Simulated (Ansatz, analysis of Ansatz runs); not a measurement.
# Migration in Na2CdCl4 (Pbam): V_Na hop (3.9 Å), charge −1, part 3 of 3

Aim: the barrier of one jump in Na2CdCl4 (Pbam) at charge −1: V_Na hop (3.9 Å). The model is a cell of 28 host atoms with 1 Na taken out; Na is the atom that moves.

Ansatz 0.2.0; plane-wave PAW DFT, PBEsol; nudged elastic band between two relaxed defect structures at fixed charge in a uniform background.

So far: Set-up; Relaxation of the start point, charge −1; Relaxation of the end point, charge −1.

### 4. Nudged elastic band, charge −1

7 movable images are laid between the ends on straight lines. Each image feels the true force across the path and a spring force along it. The highest image is set to climb to the top of the path.

This step: plane-wave PAW DFT, PBEsol; nudged elastic band between two relaxed defect structures at fixed charge in a uniform background.

qm1.neb/input.yaml

```yaml
crystal:
  lattice:
    - [6.98281772, 0.0, 0.0]
    - [0.0, 11.86862037, 0.0]
    - [0.0, 0.0, 7.83297966]
  atoms:
    - { symbol: Na, position: [0.09022518, 0.67747925, 0.24938415] }
    - { symbol: Na, position: [0.39873526, 0.20503144, 0.24978379] }
    - { symbol: Na, position: [0.59323527, 0.8099756, 0.24942898] }
    - { symbol: Cd, position: [0.50399181, 0.49711683, 0.0027951] }
    - { symbol: Cd, position: [-0.0029955, 0.00228377, 0.00273816] }
    - { symbol: Cl, position: [0.73843745, 0.55808503, 0.24866078] }
    - { symbol: Cl, position: [0.26007006, 0.45592391, 0.25070482] }
    - { symbol: Cl, position: [0.12573271, 0.19985361, -0.00790987] }
    - { symbol: Cl, position: [0.87839828, 0.79522486, -0.00185433] }
    - { symbol: Cl, position: [0.62143469, 0.29610012, -0.00861633] }
    - { symbol: Cl, position: [0.3750602, 0.70389759, -0.00095446] }
    - { symbol: Cl, position: [0.24373955, 0.95390472, 0.24909248] }
    - { symbol: Cl, position: [0.74482095, 0.03449213, 0.25035656] }
    - { symbol: Na, position: [0.09283641, 0.68561283, 0.74937376] }
    - { symbol: Na, position: [0.91298183, 0.31974768, 0.74983249] }
    - { symbol: Na, position: [0.40963153, 0.18030104, 0.74973387] }
    - { symbol: Na, position: [0.59039966, 0.81442582, 0.74943295] }
    - { symbol: Cd, position: [0.50452865, 0.4972803, 0.49667352] }
    - { symbol: Cd, position: [-0.00278682, 0.00225544, 0.49671114] }
    - { symbol: Cl, position: [0.74480305, 0.54885706, 0.74874709] }
    - { symbol: Cl, position: [0.25178193, 0.46223928, 0.75071774] }
    - { symbol: Cl, position: [0.12568388, 0.19986629, 0.5078923] }
    - { symbol: Cl, position: [0.87836582, 0.79516147, 0.50025613] }
    - { symbol: Cl, position: [0.6214676, 0.29608444, 0.50762622] }
    - { symbol: Cl, position: [0.37507616, 0.70385112, 0.50023927] }
    - { symbol: Cl, position: [0.24074024, 0.94850067, 0.749089] }
    - { symbol: Cl, position: [0.74722023, 0.03755739, 0.75024022] }
total_charge: -1
basis:
  ecutwfc: 420
  xc_grid: 2
hamiltonian:
  xc: pbesol
kpoints:
  mp_grid: { grid: [1, 1, 1], shift: [0.25, 0.25, 0.25] }
scf:
  occupations: { method: fixed }
  max_iter: 100
output:
  forces: true
neb:
  images: 7
  f_tol: 0.03
  climbing: true
  initial_path: linear
  max_iterations: 45
  order_check: false
  optimiser: lbfgs
  final_atoms:
    - { symbol: Na, position: [0.09301004, 0.68589326, 0.24914829] }
    - { symbol: Na, position: [0.40997641, 0.1800428, 0.24944203] }
[... 3 atom lines left out ...]
    - { symbol: Cl, position: [0.74467266, 0.54893427, 0.24846579] }
    - { symbol: Cl, position: [0.25166785, 0.46241504, 0.25047422] }
[... 5 atom lines left out ...]
    - { symbol: Cl, position: [0.74717275, 0.03746621, 0.24998163] }
[... 1 atom line left out ...]
    - { symbol: Na, position: [0.91288686, 0.31985615, 1.24951301] }
[... 2 atom lines left out ...]
    - { symbol: Cd, position: [0.50403234, 0.49723196, 0.50259533] }
    - { symbol: Cd, position: [-0.00310122, 0.00215098, 0.50244979] }
    - { symbol: Cl, position: [0.73826963, 0.55818999, 0.74853954] }
    - { symbol: Cl, position: [0.25998414, 0.45596024, 0.75032045] }
    - { symbol: Cl, position: [0.12575985, 0.19971745, 0.49146323] }
[... 1 atom line left out ...]
    - { symbol: Cl, position: [0.6213597, 0.29620827, 0.49105371] }
[... 2 atom lines left out ...]
    - { symbol: Cl, position: [0.7446251, 0.03434369, 0.75004535] }
```

On the command line:

```bash
$ ansatz run input.yaml --threads 4 --pin off --max-ram 7536MiB --backend cpu --events-out ev --progress --plain --runs-dir out
```

Numbers of over 12 decimals in the logs are rounded to 6 here.

The program printed:

```text
[...]
Warning: neb: disabling space-group detection — the band's intermediate images generally break the endpoint symmetry, so the full k-mesh is solved, and no spatial operation symmetrises the density, except that a semilocal band can use its path's symmetry [...]
[...]
parallel-image band execution: 4 concurrent image workers
NEB image 0
Crystal: 27 atoms, lattice volume = 649.169 Å³
Basis set: ecut = 420 eV, 12703 PW (Γ), exchange–correlation on 96×160×108 points (8 copies of the dense FFT grid, shifted against one another)
Bands: 155, of which v1, the nominal top of the filled ones, is band 128 counted from 1 (127 counted from 0)
Symmetry: 1 space group operations
k-points: 1
[...]
SCF iter   1: F=—  HF=-60075.589917 eV  |F-HF|=—  |Δ(HF+E_count)|=         —  Δρ=1.41e-2  dr2=1.26e0  ethr=1.77e-3  ⟨swp⟩=5.0  Hψ=457  notcnv=0  defer=24
[...]
SCF iter   8: F=-60075.122158 eV  HF=-60075.122158 eV  |F-HF|=9.50e-8  |Δ(HF+E_count)|=   2.82e-6  Δρ=2.88e-6  dr2=5.92e-8  ethr=3.91e-11  ⟨swp⟩=2.0  Hψ=506  notcnv=0
SCF 1 converged in 8 iterations: F = -60075.122158 eV  dr2 = 5.92e-8
[...]
NSCF: frozen V_eff on 1 k-points
NEB image 8
SCF iter   1: F=—  HF=-60075.589997 eV  |F-HF|=—  |Δ(HF+E_count)|=         —  Δρ=1.41e-2  dr2=1.26e0  ethr=1.77e-3  ⟨swp⟩=5.0  Hψ=457  notcnv=0  defer=24
[...]
SCF iter   8: F=-60075.122152 eV  HF=-60075.122152 eV  |F-HF|=9.53e-8  |Δ(HF+E_count)|=   2.82e-6  Δρ=2.87e-6  dr2=5.88e-8  ethr=3.91e-11  ⟨swp⟩=3.0  Hψ=507  notcnv=0
SCF 2 converged in 8 iterations: F = -60075.122152 eV  dr2 = 5.88e-8
[...]
NEB end point (image 0): max|allowed force component| = 4.790e-3 eV/Å (the criterion of neb.relax_end_points is 1.000e-2)
NEB end point (image 8): max|allowed force component| = 7.889e-3 eV/Å (the criterion of neb.relax_end_points is 1.000e-2)
NEB image 1
SCF iter   1: F=—  HF=-60075.391812 eV  |F-HF|=—  |Δ(HF+E_count)|=         —  Δρ=1.41e-2  dr2=1.26e0  ethr=1.77e-3  ⟨swp⟩=5.0  Hψ=457  notcnv=0  defer=24
[...]
SCF iter   8: F=-60074.923216 eV  HF=-60074.923216 eV  |F-HF|=9.41e-8  |Δ(HF+E_count)|=   2.79e-6  Δρ=3.05e-6  dr2=6.46e-8  ethr=3.91e-11  ⟨swp⟩=3.0  Hψ=541  notcnv=0
SCF 3 converged in 8 iterations: F = -60074.923216 eV  dr2 = 6.46e-8
NEB image 2
SCF iter   1: F=—  HF=-60074.750341 eV  |F-HF|=—  |Δ(HF+E_count)|=         —  Δρ=1.41e-2  dr2=1.26e0  ethr=1.77e-3  ⟨swp⟩=5.0  Hψ=456  notcnv=0  defer=25
[...]
SCF iter   8: F=-60074.279278 eV  HF=-60074.279278 eV  |F-HF|=9.20e-8  |Δ(HF+E_count)|=   2.66e-6  Δρ=3.13e-6  dr2=6.80e-8  ethr=3.91e-11  ⟨swp⟩=3.0  Hψ=552  notcnv=0
SCF 4 converged in 8 iterations: F = -60074.279278 eV  dr2 = 6.80e-8
NEB image 3
SCF iter   1: F=—  HF=-60073.815300 eV  |F-HF|=—  |Δ(HF+E_count)|=         —  Δρ=1.42e-2  dr2=1.27e0  ethr=1.77e-3  ⟨swp⟩=5.0  Hψ=456  notcnv=0  defer=25
[...]
SCF iter   8: F=-60073.341068 eV  HF=-60073.341067 eV  |F-HF|=9.15e-8  |Δ(HF+E_count)|=   2.53e-6  Δρ=3.02e-6  dr2=6.49e-8  ethr=3.91e-11  ⟨swp⟩=2.0  Hψ=540  notcnv=0
SCF 5 converged in 8 iterations: F = -60073.341068 eV  dr2 = 6.49e-8
NEB image 4
SCF iter   1: F=—  HF=-60073.324661 eV  |F-HF|=—  |Δ(HF+E_count)|=         —  Δρ=1.42e-2  dr2=1.28e0  ethr=1.77e-3  ⟨swp⟩=5.0  Hψ=456  notcnv=0  defer=25
[...]
SCF iter   8: F=-60072.849158 eV  HF=-60072.849158 eV  |F-HF|=9.22e-8  |Δ(HF+E_count)|=   2.63e-6  Δρ=2.98e-6  dr2=6.21e-8  ethr=3.91e-11  ⟨swp⟩=2.0  Hψ=540  notcnv=0
SCF 6 converged in 8 iterations: F = -60072.849158 eV  dr2 = 6.21e-8
NEB image 5
SCF iter   1: F=—  HF=-60073.818345 eV  |F-HF|=—  |Δ(HF+E_count)|=         —  Δρ=1.42e-2  dr2=1.27e0  ethr=1.77e-3  ⟨swp⟩=5.0  Hψ=456  notcnv=0  defer=25
[...]
SCF iter   8: F=-60073.344241 eV  HF=-60073.344240 eV  |F-HF|=9.11e-8  |Δ(HF+E_count)|=   2.52e-6  Δρ=3.03e-6  dr2=6.51e-8  ethr=3.91e-11  ⟨swp⟩=3.0  Hψ=541  notcnv=0
SCF 7 converged in 8 iterations: F = -60073.344241 eV  dr2 = 6.51e-8
NEB image 6
SCF iter   1: F=—  HF=-60074.753377 eV  |F-HF|=—  |Δ(HF+E_count)|=         —  Δρ=1.41e-2  dr2=1.26e0  ethr=1.77e-3  ⟨swp⟩=5.0  Hψ=456  notcnv=0  defer=25
[...]
SCF iter   8: F=-60074.282402 eV  HF=-60074.282402 eV  |F-HF|=9.35e-8  |Δ(HF+E_count)|=   2.67e-6  Δρ=3.07e-6  dr2=6.61e-8  ethr=3.91e-11  ⟨swp⟩=3.0  Hψ=544  notcnv=0
SCF 8 converged in 8 iterations: F = -60074.282402 eV  dr2 = 6.61e-8
NEB image 7
SCF iter   1: F=—  HF=-60075.393146 eV  |F-HF|=—  |Δ(HF+E_count)|=         —  Δρ=1.41e-2  dr2=1.26e0  ethr=1.77e-3  ⟨swp⟩=5.0  Hψ=457  notcnv=0  defer=24
[...]
SCF iter   8: F=-60074.924597 eV  HF=-60074.924597 eV  |F-HF|=9.45e-8  |Δ(HF+E_count)|=   2.78e-6  Δρ=3.03e-6  dr2=6.38e-8  ethr=3.91e-11  ⟨swp⟩=3.0  Hψ=544  notcnv=0
SCF 9 converged in 8 iterations: F = -60074.924597 eV  dr2 = 6.38e-8
NEB iter   1: max|band force component| = 4.511e0 eV/Å  barrier→ = 2.2730 eV  barrier← = 2.2730 eV  Δτ_max = 0.0655 Å  (72 SCF iters)
NEB image 1
[...]
iter 1 solved again at ethr=8.65e-8 eV; its pass at ethr=3.10e-3 eV (dr2=2.21e-4 eV) is discarded
[...]
SCF iter   5: F=-60074.933509 eV  HF=-60074.933509 eV  |F-HF|=5.43e-9  |Δ(HF+E_count)|=   5.20e-9  Δρ=1.36e-6  dr2=1.59e-8  ethr=3.91e-11  ⟨swp⟩=4.0  Hψ=458  notcnv=0
SCF 10 converged in 5 iterations: F = -60074.933509 eV  dr2 = 1.59e-8
NEB image 2
[...]
SCF iter   6: F=-60074.397919 eV  HF=-60074.397919 eV  |F-HF|=4.95e-10  |Δ(HF+E_count)|=   8.91e-8  Δρ=1.53e-6  dr2=1.33e-8  ethr=3.91e-11  ⟨swp⟩=4.0  Hψ=481  notcnv=0
SCF 11 converged in 6 iterations: F = -60074.397919 eV  dr2 = 1.33e-8
NEB image 3
[...]
SCF iter   6: F=-60073.794692 eV  HF=-60073.794692 eV  |F-HF|=2.25e-8  |Δ(HF+E_count)|=   1.87e-7  Δρ=3.15e-6  dr2=5.63e-8  ethr=3.91e-11  ⟨swp⟩=4.0  Hψ=519  notcnv=0
SCF 12 converged in 6 iterations: F = -60073.794692 eV  dr2 = 5.63e-8
NEB image 4
[...]
SCF iter   6: F=-60073.548687 eV  HF=-60073.548687 eV  |F-HF|=6.60e-8  |Δ(HF+E_count)|=   2.28e-7  Δρ=3.88e-6  dr2=8.63e-8  ethr=3.91e-11  ⟨swp⟩=3.0  Hψ=546  notcnv=0
SCF 13 converged in 6 iterations: F = -60073.548687 eV  dr2 = 8.63e-8
NEB image 5
[...]
SCF iter   6: F=-60073.796132 eV  HF=-60073.796132 eV  |F-HF|=2.23e-8  |Δ(HF+E_count)|=   1.85e-7  Δρ=3.15e-6  dr2=5.62e-8  ethr=3.91e-11  ⟨swp⟩=4.0  Hψ=519  notcnv=0
SCF 14 converged in 6 iterations: F = -60073.796132 eV  dr2 = 5.62e-8
NEB image 6
[...]
NEB iter  17: max|band force component| = 5.292e-2 eV/Å  barrier→ = 0.3192 eV  barrier← = 0.3191 eV  CI = image 3  Δτ_max = 0.0077 Å  (30 SCF iters)
NEB iter  18: max|band force component| = 1.026e-1 eV/Å  barrier→ = 0.3186 eV  barrier← = 0.3186 eV  CI = image 3  Δτ_max = 0.0017 Å  (31 SCF iters)
NEB iter  19: max|band force component| = 7.663e-2 eV/Å  barrier→ = 0.3185 eV  barrier← = 0.3185 eV  CI = image 3  Δτ_max = 0.0076 Å  (21 SCF iters)
NEB iter  20: max|band force component| = 3.143e-2 eV/Å  barrier→ = 0.3183 eV  barrier← = 0.3183 eV  CI = image 3  Δτ_max = 0.0035 Å  (29 SCF iters)
NEB iter  21: max|band force component| = 6.331e-2 eV/Å  barrier→ = 0.3180 eV  barrier← = 0.3180 eV  CI = image 3  Δτ_max = 0.0010 Å  (28 SCF iters)
NEB iter  22: max|band force component| = 4.743e-2 eV/Å  barrier→ = 0.3180 eV  barrier← = 0.3180 eV  CI = image 3  Δτ_max = 0.0059 Å  (21 SCF iters)
NEB iter  23: max|band force component| = 3.473e-2 eV/Å  barrier→ = 0.3178 eV  barrier← = 0.3178 eV  CI = image 3  Δτ_max = 0.0041 Å  (28 SCF iters)
NEB iter  24: max|band force component| = 6.912e-2 eV/Å  barrier→ = 0.3175 eV  barrier← = 0.3175 eV  CI = image 3  Δτ_max = 0.0012 Å  (28 SCF iters)
NEB iter  25: max|band force component| = 5.177e-2 eV/Å  barrier→ = 0.3175 eV  barrier← = 0.3175 eV  CI = image 3  Δτ_max = 0.0052 Å  (21 SCF iters)
NEB image 1
[...]
SCF iter   4: F=-60075.022769 eV  HF=-60075.022769 eV  |F-HF|=8.73e-10  |Δ(HF+E_count)|=   1.72e-8  Δρ=1.00e-6  dr2=7.45e-9  ethr=3.91e-11  ⟨swp⟩=4.0  Hψ=414  notcnv=0
SCF 178 converged in 4 iterations: F = -60075.022769 eV  dr2 = 7.45e-9
NEB image 2
[...]
SCF iter   4: F=-60074.862617 eV  HF=-60074.862617 eV  |F-HF|=8.88e-10  |Δ(HF+E_count)|=   3.04e-8  Δρ=1.25e-6  dr2=1.21e-8  ethr=3.91e-11  ⟨swp⟩=4.0  Hψ=459  notcnv=0
SCF 179 converged in 4 iterations: F = -60074.862617 eV  dr2 = 1.21e-8
NEB image 3
[...]
SCF iter   4: F=-60074.804772 eV  HF=-60074.804772 eV  |F-HF|=3.20e-10  |Δ(HF+E_count)|=   4.35e-8  Δρ=1.25e-6  dr2=1.25e-8  ethr=3.91e-11  ⟨swp⟩=4.0  Hψ=512  notcnv=0
SCF 180 converged in 4 iterations: F = -60074.804772 eV  dr2 = 1.25e-8
NEB image 4
[...]
SCF iter   4: F=-60074.818371 eV  HF=-60074.818371 eV  |F-HF|=9.02e-10  |Δ(HF+E_count)|=   5.63e-8  Δρ=1.71e-6  dr2=2.25e-8  ethr=3.91e-11  ⟨swp⟩=4.0  Hψ=516  notcnv=0
SCF 181 converged in 4 iterations: F = -60074.818371 eV  dr2 = 2.25e-8
NEB image 5
[...]
SCF iter   4: F=-60074.806285 eV  HF=-60074.806285 eV  |F-HF|=1.82e-10  |Δ(HF+E_count)|=   2.36e-8  Δρ=1.82e-6  dr2=2.47e-8  ethr=3.91e-11  ⟨swp⟩=4.0  Hψ=516  notcnv=0
SCF 182 converged in 4 iterations: F = -60074.806285 eV  dr2 = 2.47e-8
NEB image 6
[...]
SCF iter   4: F=-60074.870536 eV  HF=-60074.870536 eV  |F-HF|=1.57e-8  |Δ(HF+E_count)|=   1.25e-8  Δρ=2.38e-6  dr2=3.81e-8  ethr=3.91e-11  ⟨swp⟩=4.0  Hψ=520  notcnv=0
SCF 183 converged in 4 iterations: F = -60074.870536 eV  dr2 = 3.81e-8
NEB image 7
[...]
SCF iter   4: F=-60075.028568 eV  HF=-60075.028568 eV  |F-HF|=3.88e-9  |Δ(HF+E_count)|=   1.81e-9  Δρ=1.46e-6  dr2=1.51e-8  ethr=3.91e-11  ⟨swp⟩=4.0  Hψ=508  notcnv=0
SCF 184 converged in 4 iterations: F = -60075.028568 eV  dr2 = 1.51e-8
NEB image 1
[...]
NEB image 2
[...]
NEB image 4
[...]
NEB image 5
[...]
NEB image 6
[...]
NEB image 7
[...]
NEB image 3
[...]
the band table was solved once a step of the walk had ended and its energy, with any forces and stress, was formed, with the checks that follow a solve (771 applications of the Hamiltonian). They found nothing against the state; [...]
NEB iter  26: max|band force component| = 2.254e-2 eV/Å  barrier→ = 0.3174 eV  barrier← = 0.3174 eV  CI = image 3  Δτ_max = 0.0000 Å  (28 SCF iters)
SCF converged after 4 iterations
Free energy (F): -60074.804772 eV
[...]
Internal energy: -60074.804772 eV  (E = F + TS)
E sigma→0 (E₀):  -60074.804772 eV
Fermi energy:    2.527625 eV
[...]
--- Forces (eV/Å), atoms counted from 1 ---
  atom   1  Na     0.00025398     0.00258671     0.00020815
  atom   2  Na     0.00004121     0.00219950    -0.00090170
  [... 3 atoms left out ...]
  atom   6  Cl     0.00177760    -0.00059946    -0.00166219
  atom   7  Cl     0.00199408    -0.00177978    -0.00312347
  [... 7 atoms left out ...]
  atom  15  Na     0.00378999     0.00806467    -0.00421073
  [... 2 atoms left out ...]
  atom  18  Cd     0.00223264    -0.00153159    -0.00285850
  atom  19  Cd    -0.00282169    -0.00195326     0.00148114
  atom  20  Cl     0.00123351     0.00386088    -0.00228589
  atom  21  Cl     0.00256670     0.00416303    -0.00366072
  atom  22  Cl     0.00386205    -0.00584154     0.00391489
  [... 1 atom left out ...]
  atom  24  Cl     0.00022973    -0.00025852     0.00135941
  [... 2 atoms left out ...]
  atom  27  Cl    -0.00435250    -0.00323296     0.00125265
  max |Σ_I F_I| component: 4.73e-5 eV/Å
--- Band table (eV) ---
[...]
this run last wrote the band of iteration 26 to <dir>
--- NEB band (9 images, 26 band iterations, 866 SCF iterations) ---
  forward barrier  = 0.317386 eV
  backward barrier = 0.317380 eV
  climbing image's point = of an order that was not read
  energies are F+E_penalty+E_count in eV, relative to image 0
  image     s (Å)  Δ vs image 0  max|band force component| (eV/Å)
      0    0.0000      0.000000                                 —
      1    0.5706      0.099389                          1.055e-2
      2    1.1422      0.259541                          1.178e-2
  *   3    1.7136      0.317386                          1.211e-2
      4    2.2689      0.303787                          1.207e-2
      5    2.8266      0.315873                          2.254e-2
      6    3.3789      0.251623                          2.117e-2
      7    3.9353      0.093590                          1.152e-2
      8    4.4883      0.000006                                 —
  climbing-image geometry (image 3):
  cell:  # Å, volume = 649.1693 Å³
    - [6.98281772, 0.0, 0.0]
    - [0.0, 11.86862037, 0.0]
    - [0.0, 0.0, 7.83297966]
  atoms:
    - { symbol: Na, position: [0.092034, 0.685386, 0.251645] }
    - { symbol: Na, position: [0.408211, 0.188830, 0.259985] }
    - { symbol: Na, position: [0.590673, 0.811199, 0.248856] }
    - { symbol: Cd, position: [0.491766, 0.499872, 0.001972] }
    - { symbol: Cd, position: [-0.005139, -0.004341, 0.000103] }
    - { symbol: Cl, position: [0.741913, 0.551474, 0.240491] }
    - { symbol: Cl, position: [0.244517, 0.460310, 0.244399] }
    - { symbol: Cl, position: [0.140464, 0.189094, 0.001221] }
    - { symbol: Cl, position: [0.874029, 0.790312, -0.001663] }
    - { symbol: Cl, position: [0.607191, 0.296445, 0.000160] }
    - { symbol: Cl, position: [0.372559, 0.706682, -0.001116] }
    - { symbol: Cl, position: [0.237268, 0.943045, 0.250468] }
    - { symbol: Cl, position: [0.742190, 0.032390, 0.247819] }
    - { symbol: Na, position: [0.093770, 0.689845, 0.745441] }
    - { symbol: Na, position: [0.951244, 0.377763, 0.935687] }
    - { symbol: Na, position: [0.411656, 0.183071, 0.744260] }
    - { symbol: Na, position: [0.589733, 0.812970, 0.748733] }
    - { symbol: Cd, position: [0.509488, 0.492476, 0.492960] }
    - { symbol: Cd, position: [-0.006895, 0.003817, 0.498667] }
    - { symbol: Cl, position: [0.742721, 0.549218, 0.755558] }
    - { symbol: Cl, position: [0.247827, 0.463908, 0.752246] }
    - { symbol: Cl, position: [0.129332, 0.195579, 0.504806] }
    - { symbol: Cl, position: [0.874925, 0.794282, 0.498862] }
    - { symbol: Cl, position: [0.619419, 0.296146, 0.503644] }
    - { symbol: Cl, position: [0.381659, 0.696614, 0.498978] }
    - { symbol: Cl, position: [0.237097, 0.942015, 0.747702] }
    - { symbol: Cl, position: [0.743103, 0.032916, 0.752768] }
```

Wall time 17 min (4 threads of Arm Neoverse N1, shared host); peak memory 2.6 GiB.

The column dr2 measures how far the density is from self-consistency, as an energy; F and HF (Harris–Foulkes) agree once it is small.

The path, image by image:

```csv
image,path (Å),energy (eV),"Na15: x, y, z (Å)"
0,0.000,0.0000,"6.375, 3.795, 5.873"
1,0.571,0.0994,"6.457, 4.022, 6.321"
2,1.142,0.2595,"6.549, 4.261, 6.818"
3,1.714,0.3174,"6.642, 4.484, 7.329"
4,2.269,0.3038,"6.705, 4.608, 7.855"
5,2.827,0.3159,"6.641, 4.462, 8.379"
6,3.379,0.2516,"6.547, 4.245, 8.872"
7,3.935,0.0936,"6.455, 4.012, 9.355"
8,4.488,0.0000,"6.375, 3.796, 9.787"
```

Numbers from this step:

| Quantity | Value |
| --- | --- |
| free energy | -60074.8048 eV |
| barrier forward | 0.3174 eV |
| barrier backward | 0.3174 eV |
| end less start | 6.23e-6 eV |
| hop length | 3.914 Å |

Track of the atom that was set to move:

| image | x (Å) | y (Å) | z (Å) | nearest neighbour | distance (Å) |
| --- | --- | --- | --- | --- | --- |
| 0 | 6.375 | 3.795 | 5.873 | Cl | 2.793 |
| 1 | 6.457 | 4.022 | 6.321 | Cl | 2.694 |
| 2 | 6.549 | 4.261 | 6.818 | Cl | 2.63 |
| 3 | 6.642 | 4.484 | 7.329 | Cl | 2.638 |
| 4 | 6.705 | 4.608 | 7.855 | Cl | 2.672 |
| 5 | 6.641 | 4.462 | 8.379 | Cl | 2.637 |
| 6 | 6.547 | 4.245 | 8.872 | Cl | 2.634 |
| 7 | 6.455 | 4.012 | 9.355 | Cl | 2.699 |
| 8 | 6.375 | 3.796 | 9.787 | Cl | 2.793 |

The band met its tolerance of 0.03 eV/Å after 26 iterations, with image 3 on top (the start counts as 0). Na15, which moves farthest between the ends, has 6 Cl at 2.79 to 2.96 Å nearest at the start and 4 Cl at 2.64 to 2.87 Å at the top. The path has 2 maxima, and only the highest was climbed.

### 5. What came out

```yaml
barrier_forward: 0.32 eV (in doubt, see below)
barrier_backward: 0.32 eV
end_less_start: 0.00 eV
hop_length: 3.91 Å
band_iterations_as_the_log_counts_them: 26
```

**Reading.** The top of the band lies 0.32 eV above the start and 0.32 eV above the end, which are alike in energy and neighbours. The path has 2 maxima, and only the highest was climbed. With an assumed prefactor of 1e13 per second it gives one hop a second along this one path at about 120 K; whether such hops link up through the crystal wasn't checked. At the top Na15 stands 2.64 Å from its nearest Cl, 0.16 Å closer than at the start. The order of the top as a saddle was not checked for all atoms, so a bent path could be lower. No image-charge correction is applied; it largely cancels along a path if the charge stays localised alike. Keep in mind: one k-point off the zone centre stands for the whole zone; periodic copies of the defect are only 7.0 Å apart; spin–orbit coupling, which can matter with heavy atoms, is left out.

[Logs are printed without paths, hosts, clocks, repeated set-up lines and the standing remarks that a program may print on its own settings, such as how far it seeks lower states.]

[Hosts, paths, dates, database ids (printed as entryN), source tags and the programs' standing remarks are cut or masked in the printed files.]
